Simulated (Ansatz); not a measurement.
# Twisted graphene bilayer, 17.90° (124 atoms): a single point

Wanted: forces and levels of twisted graphene bilayer, 17.90° (124 atoms).

Calculated with Ansatz 0.2.0; Kohn-Sham DFT, PBE+D4, PAW (set soft_2), localised support functions (medium).

This is a report of a sequence of runs, with the program logs left out and the cost of each run kept.

**1. The system as given**

The cell holds 124 atoms: 124 C. Cell: a = 13.697 Å, b = 13.697 Å, c = 17.430 Å, α = 90.0°, β = 90.0°, γ = 120.0°. It derives from C (graphene). Graphene (a = 2.46 Å) under graphene (a = 2.46 Å), bilayer, commensurate cell of 31 unit cells a layer, twist 17.90 deg; facing planes 3.43 Å apart as built; 14 Å of vacuum; minimised with a classical potential. Regions: layer 1, 62 atoms (62 C); layer 2, 62 atoms (62 C). Vacuum lies along c.

What the set-up can't give: Beside vacuum, support functions can miss their usual error bounds without a warning.

**2. Support functions high**

The cell is solved in localised support functions.

This step: Kohn-Sham DFT, PBE+D4, PAW (set soft_2), localised support functions (high) (Ansatz 0.2.0).

Input file input.yaml:

```yaml
crystal:
  lattice:
    - [13.6967, 0.0, 0.0]
    - [-6.84835, 11.86169, 0.0]
    - [0.0, 0.0, 17.43]
  atoms:
    - { symbol: C, position: [0.07527, 0.11828, 0.40242] }
    - { symbol: C, position: [0.11828, 0.04301, 0.40242] }
    - { symbol: C, position: [0.10753, 0.31183, 0.4025] }
    - { symbol: C, position: [0.15054, 0.23656, 0.40248] }
    - { symbol: C, position: [0.13978, 0.50538, 0.40247] }
    - { symbol: C, position: [0.18279, 0.43011, 0.40247] }
    - { symbol: C, position: [0.17205, 0.69893, 0.40246] }
    - { symbol: C, position: [0.21506, 0.62366, 0.40242] }
    - { symbol: C, position: [0.2043, 0.89247, 0.4025] }
    - { symbol: C, position: [0.24732, 0.81721, 0.40247] }
    - { symbol: C, position: [0.23656, 0.08602, 0.40248] }
    - { symbol: C, position: [0.27957, 0.01075, 0.40248] }
    - { symbol: C, position: [0.26882, 0.27957, 0.40248] }
    - { symbol: C, position: [0.31183, 0.2043, 0.4025] }
    - { symbol: C, position: [0.30107, 0.47312, 0.40246] }
    - { symbol: C, position: [0.34408, 0.39785, 0.40251] }
    - { symbol: C, position: [0.33333, 0.66667, 0.4024] }
    - { symbol: C, position: [0.37634, 0.5914, 0.40242] }
    - { symbol: C, position: [0.3656, 0.86022, 0.40247] }
    - { symbol: C, position: [0.4086, 0.78494, 0.40242] }
    - { symbol: C, position: [0.39785, 0.05376, 0.40251] }
    - { symbol: C, position: [0.44086, 0.97849, 0.40249] }
    - { symbol: C, position: [0.43011, 0.24732, 0.40247] }
    - { symbol: C, position: [0.47312, 0.17205, 0.40246] }
    - { symbol: C, position: [0.46237, 0.44086, 0.40249] }
    - { symbol: C, position: [0.50538, 0.3656, 0.40247] }
    - { symbol: C, position: [0.49462, 0.6344, 0.40247] }
    - { symbol: C, position: [0.53763, 0.55914, 0.40249] }
    - { symbol: C, position: [0.52688, 0.82795, 0.40246] }
    - { symbol: C, position: [0.56989, 0.75268, 0.40247] }
    - { symbol: C, position: [0.55914, 0.02151, 0.40249] }
    - { symbol: C, position: [0.60215, 0.94624, 0.40251] }
    [... 86 atom lines left out ...]
    - { symbol: C, position: [0.10753, 0.7957, 0.5975] }
    - { symbol: C, position: [0.15054, 0.91398, 0.59752] }
    - { symbol: C, position: [0.94624, 0.60215, 0.59749] }
    - { symbol: C, position: [0.98925, 0.72043, 0.59752] }
    - { symbol: C, position: [0.91398, 0.76344, 0.59752] }
    - { symbol: C, position: [0.95699, 0.88172, 0.59758] }
kpoints:
  mp_grid: { grid: [3, 3, 1] }
hamiltonian:
  xc: pbe
  dispersion: d4
scf:
  occupations: { method: gaussian, width: 0.025 }
  eigensolver: { kind: { support_functions: { accuracy: high } } }
  mixing: { beta: 0.4 }
  max_iter: 150
output:
  forces: true
  eigenvalues: true
```

The run is started by

```sh
$ ansatz run input.yaml --threads 4 --pin off --max-ram 8192MiB --backend cpu --events-out ev --progress --plain --runs-dir out
```

The job ended after 1.6 s (4 threads of Arm Neoverse V2, shared host; peak memory 0.72 GiB; 5.7 s of CPU time).

The input was rejected at the start.

The program's message: “Error: memory limit exceeded: the `scf loop` phase needs 10.84 GiB against the run's memory maximum of 8.00 GiB; largest carriers: support functions 8.61 GiB, density mixer 0.75 GiB, unmodelled-tail a …”

The refusal is over memory: the job needs 10.84 GiB where 8.00 GiB were allowed.

**3. Support functions high**

After the refusal for memory the run is tried again with basis.xc_grid typed, in the hope of saving memory.

Edit input.yaml of step 2 so:

```diff
@@ -20 +20,3 @@
   eigenvalues: true
+basis:
+  xc_grid: 1
```

Wall time 1.7 s (4 threads); peak memory 0.71 GiB; 5.7 s of CPU time.

The input was rejected at the start.

The program's message: “Error: memory limit exceeded: the `scf loop` phase needs 10.78 GiB against the run's memory maximum of 8.00 GiB; largest carriers: support functions 8.61 GiB, density mixer 0.75 GiB, iteration grids 0 …”

The refusal is over memory: the job needs 10.78 GiB where 8.00 GiB were allowed.

**4. Support functions medium**

This step: Kohn-Sham DFT, PBE+D4, PAW (set soft_2), localised support functions (medium) (Ansatz 0.2.0).

input.yaml, the sections that differ from step 3:

```yaml
scf:
  occupations: { method: gaussian, width: 0.025 }
  eigensolver: { kind: { support_functions: { accuracy: medium } } }
  mixing: { beta: 0.4 }
  max_iter: 150
# crystal, kpoints, hamiltonian, output, basis: as in step 3
```

The job ended after 3.4 min (4 threads; peak memory 4.6 GiB; 13 min of CPU time).

The program notes that the band table was not solved further than the SCF left it, the exchange-correlation grid is coarser than the default for support functions and it switched symmetry off.

Numbers from this run:

- free energy: -31133.5692 eV
- free energy per atom: -251.0772 eV/atom
- SCF cycles: 11
- r.m.s. force component: 0.00791 eV/Å
- longest force: 0.01971 eV/Å
- Fermi energy: 0.07637 eV
- levels partly filled by over 2 per cent: 4

**5. Support functions low**

This step: Kohn-Sham DFT, PBE+D4, PAW (set soft_2), localised support functions (low) (Ansatz 0.2.0).

input.yaml, the sections that differ from step 4:

```yaml
scf:
  occupations: { method: gaussian, width: 0.025 }
  eigensolver: { kind: { support_functions: { accuracy: low } } }
  mixing: { beta: 0.4 }
  max_iter: 150
# crystal, kpoints, hamiltonian, output, basis: as in step 4
```

Wall time 2.4 min (4 threads); peak memory 4.4 GiB; 9.5 min of CPU time.

Numbers from this run:

- free energy: -31133.5692 eV
- free energy per atom: -251.0772 eV/atom
- SCF cycles: 9
- r.m.s. force component: 0.00795 eV/Å
- longest force: 0.01987 eV/Å
- Fermi energy: 0.07697 eV
- levels partly filled by over 2 per cent: 4

**6. Support functions medium, radius 3.38 Å**

The radius confines each support function; a larger one gives more freedom and more work per atom.

This step: Kohn-Sham DFT, PBE+D4, PAW (set soft_2), localised support functions (medium) (Ansatz 0.2.0).

input.yaml, the sections that differ from step 5:

```yaml
scf:
  occupations: { method: gaussian, width: 0.025 }
  eigensolver: { kind: { support_functions: { accuracy: medium, radius: 3.38 } } }
  mixing: { beta: 0.4 }
  max_iter: 150
# crystal, kpoints, hamiltonian, output, basis: as in step 5
```

Elapsed: 3.3 min, on 4 threads; peak memory 4.6 GiB; 13 min of CPU time.

The run gave:

```yaml
free_energy: -31133.5691 eV
free_energy_per_atom: -251.0772 eV/atom
scf_cycles: 11
r_m_s_force_component: 0.00791 eV/Å
longest_force: 0.01971 eV/Å
fermi_energy: 0.0764 eV
levels_partly_filled_by_over_2_per_cent: 4
```

**7. Support functions medium, radius 3.66 Å**

input.yaml, the sections that differ from step 6:

```yaml
scf:
  occupations: { method: gaussian, width: 0.025 }
  eigensolver: { kind: { support_functions: { accuracy: medium, radius: 3.66 } } }
  mixing: { beta: 0.4 }
  max_iter: 150
# crystal, kpoints, hamiltonian, output, basis: as in step 6
```

Run time: 3.5 min. Hardware: 4 threads; peak memory 4.8 GiB; 14 min of CPU time.

Read from the output:

- free energy: -31133.5691 eV
- free energy per atom: -251.0772 eV/atom
- SCF cycles: 11
- r.m.s. force component: 0.00791 eV/Å
- longest force: 0.01969 eV/Å
- Fermi energy: 0.07636 eV
- levels partly filled by over 2 per cent: 4

**8. Support functions medium, radius 2.96 Å**

input.yaml, the sections that differ from step 7:

```yaml
scf:
  occupations: { method: gaussian, width: 0.025 }
  eigensolver: { kind: { support_functions: { accuracy: medium, radius: 2.96 } } }
  mixing: { beta: 0.4 }
  max_iter: 150
# crystal, kpoints, hamiltonian, output, basis: as in step 7
```

Elapsed: 1.1 s, on 4 threads; peak memory 0.32 GiB.

The program refuses radii under 3.31 Å for these atoms at this level.

**9. What came out**

```yaml
wall_time_of_the_4_dft_runs: 13 min
```

**Reading.** 

[Long decimals in the printed logs are rounded to 6 places.]

[Logs are printed without paths, hosts, clocks, repeated set-up lines and the standing remarks that a program may print on its own settings, such as how far it seeks lower states.]

[Hosts, paths, dates, database ids (printed as entryN), source tags and the programs' standing remarks are cut or masked in the printed files.]
